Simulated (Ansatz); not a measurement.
**Y2C(OH)2 MXene monolayer in a perpendicular field**

What dipole does a perpendicular field induce in the Y2C(OH)2 MXene monolayer, and does the gap follow? A positive field points along +c.

Calculated with Ansatz 0.2.0; plane-wave DFT, PBE-D3(BJ), Ansatz PAW (set soft_1); PAW set soft_1.

## (1) The starting structure

The cell holds 7 atoms: 2 H, 2 O, 2 Y and 1 C. Cell: a = 3.478 Å, b = 3.478 Å, c = 45.423 Å, α = 90.0°, β = 90.0°, γ = 120.0°. Vacuum lies along c.

## (2) Relaxing the slab

The starting cell is a guess, so the in-plane lattice and the atoms are relaxed first, with the slab cut off from its images along the normal.

The input, input.yaml:

```yaml
crystal:
  lattice:
    - [3.47776, 0.0, 0.0]
    - [-1.73888, 3.0118285083, 0.0]
    - [0.0, 0.0, 45.4226329514]
  atoms:
    - { symbol: H, position: [0.3333333333, 0.6666666667, 0.4204952192] }
    - { symbol: O, position: [0.3333333333, 0.6666666667, 0.4420703666] }
    - { symbol: "Y", position: [0.6666666667, 0.3333333333, 0.4697896984] }
    - { symbol: C, position: [0.0, 0.0, 0.5] }
    - { symbol: "Y", position: [0.3333333333, 0.6666666667, 0.5302103016] }
    - { symbol: O, position: [0.6666666667, 0.3333333333, 0.5579296334] }
    - { symbol: H, position: [0.6666666667, 0.3333333333, 0.5795047808] }
  periodic: [true, true, false]
kpoints:
  mp_grid: { grid: [12, 12, 1] }
hamiltonian:
  xc: pbe
  dispersion: d3bj
  pseudopotentials: { kind: paw, azcp: { folder: soft_1 } }
scf:
  occupations: { method: fermi_dirac, width: 0.05 }
  convergence: { dr2_threshold: 1.0e-09 }
relax:
  f_tol: 0.004
  max_steps: 90
  cell: {}
output:
  write_potential: true
  write_density: true
  volumetric_format: npy
```

Run with:

```console
> ansatz run input.yaml --threads 2 --pin off --max-ram 3072MiB --backend cpu --events-out ev --progress --plain --runs-dir out
```

Numbers of over 12 decimals in the logs are rounded to 6 here.

Log:

```text
Warning: relax.cell: scf.convergence.dr2_threshold = 1e-9 eV is looser than the 2.35992905882e-10 eV advised for a relaxation that steers and ends on the stress (1e-10 eV for each atom of the cell: 7, times the square of relax.cell.stress_2d_tol = 0.05 N/m over 17.2 Å (the atoms' height at the walk's start and 5 Å past either face), 2.903e-2 GPa, over a crystal's default 0.05). What an SCF threshold leaves in a stress goes as its square root, and in the free energy as the threshold itself, and one threshold admits the most on a small cell: [figures from the program's tests cut] Set scf.convergence.dr2_threshold to 2.35992905882e-10 eV or tighter. [rest of the remark cut]
Engine: ansatz 0.2.0, aarch64-unknown-linux-gnu
Pseudopotentials: kind: paw
Pseudopotential: H, paw, valence charge 1, recommended cutoff 420 eV (normal), soft_1/H.paw.azcp
Pseudopotential: O, paw, valence charge 6, recommended cutoff 420 eV (normal), soft_1/O.paw.azcp
Pseudopotential: Y, paw, valence charge 11, recommended cutoff 420 eV (normal), soft_1/Y.paw.azcp
Pseudopotential: C, paw, valence charge 4, recommended cutoff 420 eV (normal), soft_1/C.paw.azcp
Functional definition: PBE
  parameter kappa = 0.804
  parameter beta = 0.066725
  exchange = pbe_x(kappa = kappa, mu = beta*pi^2/3)
  correlation = pbe_c(beta = beta)
Crystal: 7 atoms, lattice volume = 475.776 Å³
Basis set: ecut = 420 eV, 9253 PW (Γ), exchange–correlation on 48×48×640 points (8 copies of the dense FFT grid, shifted against one another)
Bands: 27, of which v1, the nominal top of the filled ones, is band 20 counted from 1 (19 counted from 0)
Symmetry: 12 space group operations
Space group: P-3m1 (ITA 164), of the structure as read, at distance tolerance 7.8e-5 Å
k-points: 19 of 144
Non-local potential: H, projectors of the file, l = 0: 2, l = 1: 1
Non-local potential: O, projectors of the file, l = 0: 2, l = 1: 2, l = 2: 1
Non-local potential: Y, projectors of the file, l = 0: 3, l = 1: 2, l = 2: 2, l = 3: 1
Non-local potential: C, projectors of the file, l = 0: 2, l = 1: 2, l = 2: 1
PAW form: soft (Blöchl's): semilocal exchange-correlation on the pseudo side does not see the compensation charge
PAW one-centre angular grid: H, 110 points (default); XC on 64 Gauss nodes
PAW one-centre angular grid: O, 110 points (default); XC on 64 Gauss nodes
PAW one-centre angular grid: Y, 590 points (default); XC on 64 Gauss nodes
PAW one-centre angular grid: C, 110 points (default); XC on 64 Gauss nodes
Initial density: superposition of atomic densities (neutral atoms: chi_scale 0, normalization atom)
Initial wavefunctions: pseudopotential atomic-orbital guess
Functional: x = pbe(κ = 0.804, μ = 0.219515), c = pbe(β = 0.066725)
SCF iter   1: F=—  HF=-9129.660342 eV  |F-HF|=—  |Δ(HF+E_count)|=         —  Δρ=6.35e-2  dr2=3.21e1  ethr=3.10e-3  ⟨swp⟩=12.0  Hψ=3781  notcnv=0  defer=4
preconditioner: auto → Resta (q_TF=auto, 1.806 Å⁻¹)  ε∞=1.4  [insulator: Δε(μ)=3.424 eV  Ē_g=17.183 eV  σ=0.050 eV  W_gap=1.00  n_scr=26 (ndim 8)  ℏωp=10.2 eV  f_vac=0.779  D(μ)=0.00/eV (n_scr^D=0)  ε∞_Penn≈1.4  vacuum switching on, ρ_ref=2.1e-2 e/Å³]
SCF iter   2: F=—  HF=-9124.145379 eV  |F-HF|=—  |Δ(HF+E_count)|=    5.51e0  Δρ=5.06e-2  dr2=2.62e1  ethr=3.10e-3  ⟨swp⟩=8.9  Hψ=1919  notcnv=0  defer=46
preconditioner: auto → LDOS  [metal: Δε(μ)=0.051 eV  Ē_g=7.333 eV  σ=0.050 eV  W_gap=0.24  n_scr=26 (ndim 8)  ℏωp=7.6 eV  f_vac=0.792  D(μ)=2.50/eV (n_scr^D=14)  β→1.0]
SCF iter   3: F=—  HF=-9121.454158 eV  |F-HF|=—  |Δ(HF+E_count)|=    2.69e0  Δρ=9.53e-3  dr2=1.89e0  ethr=3.10e-3  ⟨swp⟩=7.0  Hψ=1742  notcnv=0  defer=13
SCF iter   4: F=—  HF=-9121.002408 eV  |F-HF|=—  |Δ(HF+E_count)|=   4.52e-1  Δρ=6.03e-3  dr2=2.52e-1  ethr=3.10e-3  ⟨swp⟩=6.1  Hψ=1269  notcnv=0  defer=39
SCF iter   5: F=—  HF=-9120.948817 eV  |F-HF|=—  |Δ(HF+E_count)|=   5.36e-2  Δρ=1.99e-3  dr2=6.70e-2  ethr=6.31e-4  ⟨swp⟩=9.5  Hψ=1791  notcnv=0  defer=41
SCF iter   6: F=—  HF=-9120.942305 eV  |F-HF|=—  |Δ(HF+E_count)|=   6.51e-3  Δρ=4.54e-4  dr2=2.09e-3  ethr=1.67e-4  ⟨swp⟩=5.7  Hψ=1055  notcnv=0  defer=42
SCF iter   7: F=—  HF=-9120.943002 eV  |F-HF|=—  |Δ(HF+E_count)|=   6.97e-4  Δρ=3.47e-4  dr2=3.07e-3  ethr=5.22e-6  ⟨swp⟩=4.6  Hψ=1296  notcnv=0  defer=23
SCF iter   8: F=—  HF=-9120.942621 eV  |F-HF|=—  |Δ(HF+E_count)|=   3.80e-4  Δρ=9.54e-5  dr2=4.57e-4  ethr=5.22e-6  ⟨swp⟩=3.4  Hψ=836  notcnv=0  defer=26
SCF iter   9: F=—  HF=-9120.942557 eV  |F-HF|=—  |Δ(HF+E_count)|=   6.46e-5  Δρ=3.33e-5  dr2=3.53e-5  ethr=1.14e-6  ⟨swp⟩=2.5  Hψ=795  notcnv=0  defer=24
SCF iter  10: F=—  HF=-9120.942596 eV  |F-HF|=—  |Δ(HF+E_count)|=   3.92e-5  Δρ=1.49e-5  dr2=1.19e-5  ethr=8.84e-8  ⟨swp⟩=3.0  Hψ=857  notcnv=0  defer=23
SCF iter  11: F=—  HF=-9120.942595 eV  |F-HF|=—  |Δ(HF+E_count)|=   1.17e-6  Δρ=7.65e-6  dr2=3.56e-6  ethr=2.96e-8  ⟨swp⟩=1.7  Hψ=540  notcnv=0  defer=23
SCF iter  12: F=—  HF=-9120.942665 eV  |F-HF|=—  |Δ(HF+E_count)|=   6.97e-5  Δρ=1.46e-6  dr2=1.79e-7  ethr=8.91e-9  ⟨swp⟩=2.1  Hψ=635  notcnv=0  defer=23
SCF iter  13: F=—  HF=-9120.942665 eV  |F-HF|=—  |Δ(HF+E_count)|=   2.47e-9  Δρ=6.48e-7  dr2=3.07e-9  ethr=4.48e-10  ⟨swp⟩=3.2  Hψ=922  notcnv=0  defer=23
SCF iter  14: F=-9120.942665 eV  HF=-9120.942665 eV  |F-HF|=1.56e-10  |Δ(HF+E_count)|=  2.18e-11  Δρ=1.20e-7  dr2=1.34e-10  ethr=2.50e-12  ⟨swp⟩=11.8  Hψ=3645  notcnv=0
SCF 1 converged in 14 iterations: F = -9120.942665 eV  dr2 = 1.34e-10
  greatest PAW one-centre occupation: 0.993 electrons in one spin orbital (limit 2), on the Y atom at site 4 (counted from 0), in its partial waves of l = 0
relax step   1: F+E_penalty+E_count = -9120.94266451 eV  Δ(F+E_penalty+E_count) = +0.000e0 eV  max|allowed force component| = 1.053e0 eV/Å  Δτ_max = 0.0000 Å  P = +6.538 N/m  Ω = 475.776 Å³  fix = [c, alpha, beta]  reactions: c +0.000 N/m  (14 SCF iters, accepted)
Crystal: 7 atoms, lattice volume = 501.990 Å³
Basis set: ecut = 420 eV, 9673 PW (Γ), exchange–correlation on 48×48×640 points (8 copies of the dense FFT grid, shifted against one another)
Initial density: handed on by an earlier stage of this run
Initial wavefunctions: those handed on with the density
SCF iter   1: F=—  HF=-9121.268119 eV  |F-HF|=—  |Δ(HF+E_count)|=         —  Δρ=1.27e-2  dr2=3.67e0  ethr=3.10e-3  ⟨swp⟩=8.1  Hψ=2380  notcnv=0
preconditioner: auto → LDOS  [metal: Δε(μ)=0.008 eV  Ē_g=7.105 eV  σ=0.050 eV  W_gap=0.04  n_scr=24 (ndim 8)  ℏωp=7.4 eV  f_vac=0.795  D(μ)=4.01/eV (n_scr^D=16)  β→1.0]
SCF iter   2: F=—  HF=-9121.061098 eV  |F-HF|=—  |Δ(HF+E_count)|=   2.07e-1  Δρ=5.23e-3  dr2=1.45e-1  ethr=3.10e-3  ⟨swp⟩=3.0  Hψ=1019  notcnv=0  defer=21
[...]
relax step   6: F+E_penalty+E_count = -9121.06488436 eV  Δ(F+E_penalty+E_count) = +1.452e-5 eV  max|allowed force component| = 4.870e-3 eV/Å  Δτ_max = 0.0016 Å  P = +0.000 N/m  Ω = 499.190 Å³  energy of the carried Pulay correction = -6.971e-3 eV  fix = [c, alpha, beta]  reactions: c +0.000 N/m  (7 SCF iters, accepted)
[...]
relax step   7: F+E_penalty+E_count = -9121.06489039 eV  Δ(F+E_penalty+E_count) = -6.032e-6 eV  max|allowed force component| = 2.351e-4 eV/Å  Δτ_max = 0.0003 Å  P = -0.000 N/m  Ω = 499.175 Å³  energy of the carried Pulay correction = -6.966e-3 eV  fix = [c, alpha, beta]  reactions: c -0.000 N/m  (6 SCF iters, accepted)
[...]
relax step   8: F+E_penalty+E_count = -9121.07447893 eV  Δ(F+E_penalty+E_count) = -9.589e-3 eV  max|allowed force component| = 1.802e-3 eV/Å  Δτ_max = 0.0000 Å  P = +0.171 N/m  Ω = 499.175 Å³  fix = [c, alpha, beta]  reactions: c +0.000 N/m  stress off target by 1.71e-1 N/m on what of the cell is left free  SCF on the basis re-selected at this cell (its energy is not comparable with the rows above)  (9 SCF iters)
[...]
relax step   9: F+E_penalty+E_count = -9121.07433898 eV  Δ(F+E_penalty+E_count) = +1.399e-4 eV  max|allowed force component| = 4.101e-4 eV/Å  Δτ_max = 0.0015 Å  P = +0.015 N/m  Ω = 500.013 Å³  energy of the carried Pulay correction = -2.475e-4 eV  fix = [c, alpha, beta]  reactions: c +0.000 N/m  (7 SCF iters, accepted)
iter 1 solved again at ethr=1.16e-7 eV; its pass at ethr=3.10e-3 eV (dr2=4.63e-5 eV) is discarded
SCF iter   1: F=—  HF=-9121.073969 eV  |F-HF|=—  |Δ(HF+E_count)|=         —  Δρ=1.81e-5  dr2=8.38e-8  ethr=1.16e-7  ⟨swp⟩=5.9  Hψ=5661  notcnv=0
preconditioner: auto → Resta (q_TF=auto, 1.791 Å⁻¹)  ε∞=1.4  [insulator: Δε(μ)=0.463 eV  Ē_g=14.894 eV  σ=0.050 eV  W_gap=0.97  n_scr=24 (ndim 8)  ℏωp=10.0 eV  f_vac=0.800  D(μ)=0.02/eV (n_scr^D=0)  ε∞_Penn≈1.4  vacuum switching on, ρ_ref=1.6e-2 e/Å³]
SCF iter   2: F=—  HF=-9121.074359 eV  |F-HF|=—  |Δ(HF+E_count)|=   3.90e-4  Δρ=9.13e-6  dr2=5.95e-8  ethr=2.09e-10  ⟨swp⟩=4.2  Hψ=1373  notcnv=0
SCF iter   3: F=—  HF=-9121.074439 eV  |F-HF|=—  |Δ(HF+E_count)|=   8.07e-5  Δρ=6.19e-6  dr2=8.66e-9  ethr=1.49e-10  ⟨swp⟩=2.7  Hψ=787  notcnv=0
SCF iter   4: F=—  HF=-9121.074516 eV  |F-HF|=—  |Δ(HF+E_count)|=   7.67e-5  Δρ=2.82e-6  dr2=5.30e-9  ethr=2.17e-11  ⟨swp⟩=4.2  Hψ=1000  notcnv=0
SCF iter   5: F=—  HF=-9121.074553 eV  |F-HF|=—  |Δ(HF+E_count)|=   3.68e-5  Δρ=4.76e-7  dr2=1.05e-9  ethr=1.32e-11  ⟨swp⟩=3.4  Hψ=848  notcnv=0  defer=1
iter 6 met the thresholds in force, and the SCF goes on: an eigenvalue changes by 6.85 meV, over its tolerance of 1.05 meV (output.eigenvalues, Limitations)
SCF iter   6: F=-9121.074555 eV  HF=-9121.074555 eV  |F-HF|=4.38e-7  |Δ(HF+E_count)|=   1.77e-6  Δρ=2.16e-7  dr2=1.70e-10  ethr=2.50e-12  ⟨swp⟩=21.4  Hψ=4244  notcnv=0
iter 7 met the thresholds in force, and the SCF goes on: an eigenvalue changes by 3.98 meV, over its tolerance of 1.04 meV (output.eigenvalues, Limitations)
SCF iter   7: F=-9121.074555 eV  HF=-9121.074555 eV  |F-HF|=1.64e-8  |Δ(HF+E_count)|=   4.21e-7  Δρ=3.07e-8  dr2=1.95e-11  ethr=1.00e-12  ⟨swp⟩=12.5  Hψ=3437  notcnv=0
Mixer restart at iter 7: flushing history
SCF iter   8: F=-9121.074555 eV  HF=-9121.074555 eV  |F-HF|=3.07e-10  |Δ(HF+E_count)|=   1.65e-8  Δρ=8.81e-8  dr2=1.63e-10  ethr=1.00e-12  ⟨swp⟩=10.1  Hψ=3228  notcnv=0
SCF 10 converged in 8 iterations: F = -9121.074555 eV  dr2 = 1.63e-10
relax step  10: F+E_penalty+E_count = -9121.07455521 eV  Δ(F+E_penalty+E_count) = -2.162e-4 eV  max|allowed force component| = 3.684e-4 eV/Å  Δτ_max = 0.0000 Å  P = +0.017 N/m  Ω = 500.013 Å³  fix = [c, alpha, beta]  reactions: c +0.000 N/m  stress off target by 1.70e-2 N/m on what of the cell is left free  SCF on the basis re-selected at this cell (its energy is not comparable with the rows above)  (8 SCF iters)
basis re-selected at this cell: Δ(F+E_penalty+E_count) = -2.162e-4 eV, ΔP = +0.002 N/m vs the last step (what re-selecting the basis moved, of the pressure what is left beyond the Pulay correction that the steps carried, after the strain that the cell walked since its last selection, with what the two solves' SCF thresholds leave and, on support functions, any second-order correction that the steps lacked; it is no m [...]
WARN: The output density's exchange-correlation potential varies sharply where the density is thin. Do not read a vacuum level from v_tot or v_xc, or from such a field of the output density. On a cell that repeats whose density bears no net charge and no dipole along the vacuum's axis use v_es (v_loc + v_h of the components); under efield.dipole_correction with no amplitude use v_es + v_field, which holds any externa [...]
SCF converged after 8 iterations
an eigenvalue changed by more than its tolerance at an iteration that met the thresholds in force, so the SCF went on 2 times, its first undamped step at iteration 7: the last check found none over its tolerance
Free energy (F): -9121.074555 eV
Harris-Foulkes:  -9121.074555 eV  (|F-HF|=3.07e-10)
Internal energy: -9121.074269 eV  (E = F + TS)
E sigma→0 (E₀):  -9121.074412 eV
Entropy (-TS):   -0.000286 eV (-0.041 meV/atom)
Fermi energy:    -1.369809 eV
--- Per-component energies (eV) ---
  E_band       = -658.132264
  E_kinetic    = 1086.306001
  E_local      = -120924.586532  (includes V_loc(G=0)·N_el)
  E_nonlocal   = 181.457413
  E_hartree    = 59924.378267
  E_xc         = -568.592851
  E_vxc        = -678.829515  (∫ρ·V_xc dr)
  E_paw        = -6057.413074  (= ΣΔE_a)
  E_vpaw       = -171.233658  (= ΣTr[D̂ρ^β])
  E_aug_tail   = -0.000494  (compensation charges beyond the density's cutoff)
  E_ewald      = 57238.292322
  E_disp       = -0.915321  (pairwise vdW)
  E_smearing   = -0.000286  (= −TS)
  E_closure    = 0.000000  (closes the sum)
  Σ components = -9121.074555   (vs F -9121.074555, Δ=0.00e0)
--- Forces (eV/Å), atoms counted from 1 ---
  atom   1  H     -0.00000000    -0.00000000    -0.00019506
  atom   2  O      0.00000000    -0.00000000     0.00036843
  atom   3  Y      0.00000000    -0.00000000    -0.00023141
  atom   4  C      0.00000000     0.00000000     0.00000000
  atom   5  Y     -0.00000000     0.00000000     0.00023141
  atom   6  O      0.00000000     0.00000000    -0.00036843
  atom   7  H      0.00000000     0.00000000     0.00019506
  max |Σ_I F_I| component: 1.23e-18 eV/Å
--- 2D stress c σ (N/m, compression-positive) ---
        0.017023      -0.000000      -0.000000
       -0.000000       0.017023      -0.000000
       -0.000000      -0.000000       0.000000
  P = ½ c Tr σ = 0.0170 N/m
--- Band table (eV; the first three rows and the last of 19) ---
  k-point 0: bands = [... 16 lower, -5.7932, -3.3681, -1.6465, -1.6465, -1.1805, -1.0467, 0.0665, 0.0778, ... 3 higher]
  k-point 1: bands = [... 16 lower, -5.7944, -3.2421, -1.9206, -1.6777, -1.0139, -0.9672, 0.1797, 0.1845, ... 3 higher]
  k-point 2: bands = [... 16 lower, -5.8001, -2.9620, -2.3902, -1.7416, -0.7293, -0.6707, 0.5027, 0.5119, ... 3 higher]
  k-point 18: bands = [... 16 lower, -6.1054, -2.8951, -2.8951, -2.2510, 1.6377, 1.9655, 1.9655, 2.8346, ... 3 higher]
  the weakly bound empty levels are not read free of the cell's end (no_gap_told)
--- Relaxed structure (8 steps of the walk, 7 accepted, 2 SCFs on fresh bases) ---
  F+E_penalty+E_count = -9121.07455521 eV   max|allowed force component| = 3.684e-4 eV/Å   (the final SCF, on the basis selected at the relaxed cell)
  cell:  # Å, volume = 500.0132 Å³
    - [3.565244, 0.0, 0]
    - [-1.782622, 3.087592, 0]
    - [0, 0, 45.4226329514]
  atoms:
    - { symbol: H, position: [0.333333, 0.666667, 0.419863] }
    - { symbol: O, position: [0.333333, 0.666667, 0.441187] }
    - { symbol: Y, position: [0.666667, 0.333333, 0.469790] }
    - { symbol: C, position: [0, 0, 0.500000] }
    - { symbol: Y, position: [0.333333, 0.666667, 0.530210] }
    - { symbol: O, position: [0.666667, 0.333333, 0.558813] }
    - { symbol: H, position: [0.666667, 0.333333, 0.580137] }
```

It took 97 s on 2 threads of Arm Neoverse V2, shared host; peak memory 0.77 GiB; 3.2 min of CPU time.

Relaxation path:

```csv
step,energy less that of the first step (eV),largest force component (eV/Å),volume (Å³)
1,0.0000,1.0533,475.78
2,-0.0828,0.5145,501.99
3,-0.0618,0.7283,513.17
4,-0.1192,0.3448,499.33
5,-0.1222,0.0413,499.02
6,-0.1222,0.0049,499.19
7,-0.1222,0.0002,499.17
8*,-0.1318,0.0018,499.17
9,-0.1317,0.0004,500.01
10*,-0.1319,0.0004,500.01
```

Relaxation steps marked * repeat the geometry before them on a plane-wave basis chosen anew for their cell, so energy and pressure can jump there. Relaxation step 3 was tried and not accepted.

The run keeps the 12 symmetry operations that it works with, so distortions that break them were not tested.

```csv
cell as run,before,after,change
a (Å),3.478,3.565,+2.5 %
b (Å),3.478,3.565,+2.5 %
```

The atoms that moved most (Å, along periodic axes as changes of fractional coordinates times the final cell, across vacuum about the mean position):

```csv
atom,dx,dy,dz,length
O6,0.000,0.000,0.040,0.040
O2,0.000,0.000,-0.040,0.040
H7,0.000,0.000,0.029,0.029
H1,0.000,0.000,-0.029,0.029
```

The relaxed structure:

```cif
data_structure
_symmetry_space_group_name_H-M 'P 1'
_symmetry_Int_Tables_number 1
_cell_length_a 3.5652
_cell_length_b 3.5652
_cell_length_c 45.4226
_cell_angle_alpha 90.000
_cell_angle_beta 90.000
_cell_angle_gamma 120.000
_cell_volume 500.01
loop_
_atom_site_label
_atom_site_type_symbol
_atom_site_fract_x
_atom_site_fract_y
_atom_site_fract_z
_atom_site_occupancy
H1 H 0.33333 0.66667 0.41986 1
O2 O 0.33333 0.66667 0.44119 1
Y3 Y 0.66667 0.33333 0.46979 1
C4 C 0.00000 0.00000 0.50000 1
Y5 Y 0.33333 0.66667 0.53021 1
O6 O 0.66667 0.33333 0.55881 1
H7 H 0.66667 0.33333 0.58014 1
```

Numbers from this step:

- energy at zero smearing: -9121.0744 eV

The lattice constant a goes from 3.478 to 3.565 Å.

(Continued in part 2 of 2.)

[Logs are printed without paths, hosts, clocks, repeated set-up lines and the standing remarks that a program may print on its own settings, such as how far it seeks lower states.]

[Hosts, paths, dates, database ids (printed as entryN), source tags and the programs' standing remarks are cut or masked in the printed files.]

[Maps of the electrostatic potential energy from Ansatz leave out the sawtooth potential of an applied field or a dipole correction, so their vacuum need not be flat; planar profiles and work functions include it.]
